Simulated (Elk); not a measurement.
# VN2: parallel, opposed and spinless runs

A self-consistent run ends on one state, which hangs on the start. Several orders of VN2 are started in Elk and their energies compared.

Method: LDA (Perdew-Wang) with U = 2.82 eV, J = 0.90 eV on V d (around mean field); all-electron APW+lo, Dirac cores, scalar-relativistic bands, in Elk 11.2.3 (patched build).

Report form: the programs' logs are mostly left out.

## (1) Starting point

Symmetry: I4/mcm, No. 140, tetragonal system. The conventional cell has a = 4.301 Å, b = 4.301 Å, c = 4.983 Å, α = 90.00°, β = 90.00°, γ = 90.00°. Nearest to V lie 8 N at 2.13 Å. Nearest to N lie 1 N at 1.40 Å and 4 V at 2.13 Å. Farther neighbours and most contacts between anions are not listed.

## (2) Start 1: ferro ++

Parallel moments need no larger cell; this start tests for a ferromagnetic state only. A Hubbard U of customary size acts on the open shell; it was not fitted to this crystal.

The last three numbers of an atom's line are a seed field in its sphere. It points against the wanted moment and shrinks by the factor reducebf each loop.

Input file elk.in:

```
tasks
  0
  33
  73

xctype
  3

rgkmax
  7.0

nempty
  12

swidth
  0.005

reducebf
  0.6

epsengy
  1e-05

maxscl
  100

lmaxi
  3

spinpol
  .true.

sppath
  './'

avec
  -4.06432846254 4.06432846254 4.70796918059
  4.06432846254 -4.06432846254 4.70796918059
  4.06432846254 4.06432846254 -4.70796918059

atoms
  2
  'V.in'
  2
  0.2500000000 0.2500000000 0.0000000000   0.000000 0.000000 -0.200000
  0.7500000000 0.7500000000 0.0000000000   0.000000 0.000000 -0.200000
  'N.in'
  4
  0.1151000000 0.6151000000 0.7302000000   0.000000 0.000000 0.000000
  0.6151000000 0.8849000000 0.5000000000   0.000000 0.000000 0.000000
  0.8849000000 0.3849000000 0.2698000000   0.000000 0.000000 0.000000
  0.3849000000 0.1151000000 0.5000000000   0.000000 0.000000 0.000000

ngridk
  6 6 6

dft+u
  2 1
  1 2 0.103633 0.033074

plot3d
  0 0 0
  1 0 0
  0 1 0
  0 0 1
  20 20 20
```

Launch:

```sh
> OMP_NUM_THREADS=2 elk
```

Wall time 13 min (2 threads of Arm Neoverse V1, shared host); peak memory 0.17 GiB.

The moments died away, and this build then starts once more from a stronger push, within the same count of loops. That gave no lower state.

Spin moment in the muffin-tin sphere by atom:

| atom | spin moment in the muffin-tin sphere (μB) |
| --- | --- |
| V1 | 0.0002 |
| V2 | 0.0002 |
| N3 | 0.0000 |
| N4 | 0.0000 |
| N5 | 0.0000 |
| N6 | 0.0000 |

This step gave:

```
final state : non-magnetic
```

No moment is left under the U: the shell may be closed, low-spin or itinerant here, or a magnetic state was missed.

After 55 cycles the seed has died away: no moment is left.

## (3) Run 2 (antiferro +-)

An opposed order shows whether the pairs that it reverses prefer unlike signs.

Changes to elk.in since step 2:

```diff
@@ -2,4 +2,2 @@
   0
-  33
-  73
 
@@ -45,3 +43,3 @@
   0.2500000000 0.2500000000 0.0000000000   0.000000 0.000000 -0.200000
-  0.7500000000 0.7500000000 0.0000000000   0.000000 0.000000 -0.200000
+  0.7500000000 0.7500000000 0.0000000000   0.000000 0.000000 0.200000
   'N.in'
@@ -59,8 +57 @@
   1 2 0.103633 0.033074
-
-plot3d
-  0 0 0
-  1 0 0
-  0 1 0
-  0 0 1
-  20 20 20
```

Launch:

```sh
> OMP_NUM_THREADS=2 elk
```

Wall time 7.7 min (2 threads); peak memory 0.17 GiB; 15 min of CPU time.

Spin moment in the muffin-tin sphere by atom:

| atom | spin moment in the muffin-tin sphere (μB) |
| --- | --- |
| V1 | 0.379 |
| V2 | -0.379 |
| N3 | 0.000 |
| N4 | 0.000 |
| N5 | 0.000 |
| N6 | 0.000 |

Read from the output:

```
density of states at the Fermi level : 1.472 states/eV/cell
moment between the spheres           : 0 μB
magnetization                        : 0 μB
final state                          : antiferromagnetic
```

It lies 11.4 meV a seeded atom under the first start, and its largest moment is 0.379 μB against 2.4e-4 μB.

## (4) Run 3 (no spin polarisation)

This run holds no moments, which gives a state to set the others against.

Changes to elk.in since step 3:

```diff
@@ -15,5 +15,2 @@
 
-reducebf
-  0.6
-
 epsengy
@@ -26,5 +23,2 @@
   3
-
-spinpol
-  .true.
 
@@ -42,4 +36,4 @@
   2
-  0.2500000000 0.2500000000 0.0000000000   0.000000 0.000000 -0.200000
-  0.7500000000 0.7500000000 0.0000000000   0.000000 0.000000 0.200000
+  0.2500000000 0.2500000000 0.0000000000   0.000000 0.000000 0.000000
+  0.7500000000 0.7500000000 0.0000000000   0.000000 0.000000 0.000000
   'N.in'
```

Launch:

```sh
> OMP_NUM_THREADS=2 elk
```

It took 98 s on 2 threads; peak memory 0.15 GiB.

Read from the output:

* density of states at the Fermi level: 2.165 states/eV/cell
* final state: non-magnetic (no spin polarisation)

It ends in the same state without moments as the first start; the 0.014 meV between them is numerical noise.

## (5) A faulty input

An input with a fault is tried, to see how the program answers.

Changes to elk.in since step 2:

```diff
@@ -2,4 +2,2 @@
   0
-  33
-  73
 
@@ -24,3 +22,3 @@
 maxscl
-  100
+  60
 
@@ -31,2 +29,5 @@
   .true.
+
+ecutwfc
+  40.0
 
@@ -59,8 +60 @@
   1 2 0.103633 0.033074
-
-plot3d
-  0 0 0
-  1 0 0
-  0 1 0
-  0 0 1
-  20 20 20
```

Launch:

```sh
> OMP_NUM_THREADS=2 elk
```

Run time: 0.02 s. Hardware: 2 threads; peak memory 0.05 GiB.

The input was rejected at the start.

The program's message: “Error(readinput): invalid block name : ecutwfc”

The fault put into the input: a block that Elk doesn't know.

The block belongs to another program's input and has no meaning here.

## (6) Energies of the orders

These are free energies at a smearing of 0.136 eV, so its entropy term is in the differences. They are divided by the number of seeded atoms, so that cells of unlike size compare.

Orders:

| start | final state | typed order kept | energy over the lowest (meV a seeded atom) | largest sphere moment (μB) | net moment (μB a primitive cell) | DOS at the Fermi level (states/eV a primitive cell) | mesh matched | CPU time (s) |
| --- | --- | --- | --- | --- | --- | --- | --- | --- |
| ferro ++ | non-magnetic | no | 11.38 | 2.40e-4 | 5.06e-4 | 2.165 | yes | 1530 |
| antiferro +- | antiferromagnetic | yes | 0 | 0.3794 | 0 | 1.472 | yes | 915.9 |
| no spin polarisation | non-magnetic | - | 11.37 | 0 | 0 | 2.165 | yes | 194.5 |

## (7) Results

```yaml
lowest_state_found: antiferromagnetic (typed antiferro +-)
largest_site_moment: 0.379 μB
next_state: non-magnetic, 11.4 meV a seeded atom higher
run_without_spin_seeds_over_the_lowest: 11.4 meV a seeded atom
```

**Reading.** The lowest state found is antiferromagnetic, reached from the start antiferro +-, with moments up to 0.379 μB. Spin polarisation gains little. 1 start left the typed pattern (a sign turned or a seeded moment died), so such an energy belongs to the state reached, not the one typed. Only 3 starts are shown; other collinear patterns, canted and longer-period orders are not. A linearisation energy was not found in some loops, which can move the energies. Under a U a part-filled d shell can order its orbitals; no such lower state was searched for, and the cell's symmetry can forbid it.

[Logs and program files are shortened in this print: banners, set-up blocks, solver, clock and traceback lines can be left out without a mark of their own.]

[Logs are printed without paths, hosts, clocks, repeated set-up lines and the standing remarks that a program may print on its own settings, such as how far it seeks lower states.]

[Hosts, paths, dates, database ids (printed as entryN), source tags and the programs' standing remarks are cut or masked in the printed files.]

[Where a cell is said to come from a database of computed structures, the database is the Materials Project.]
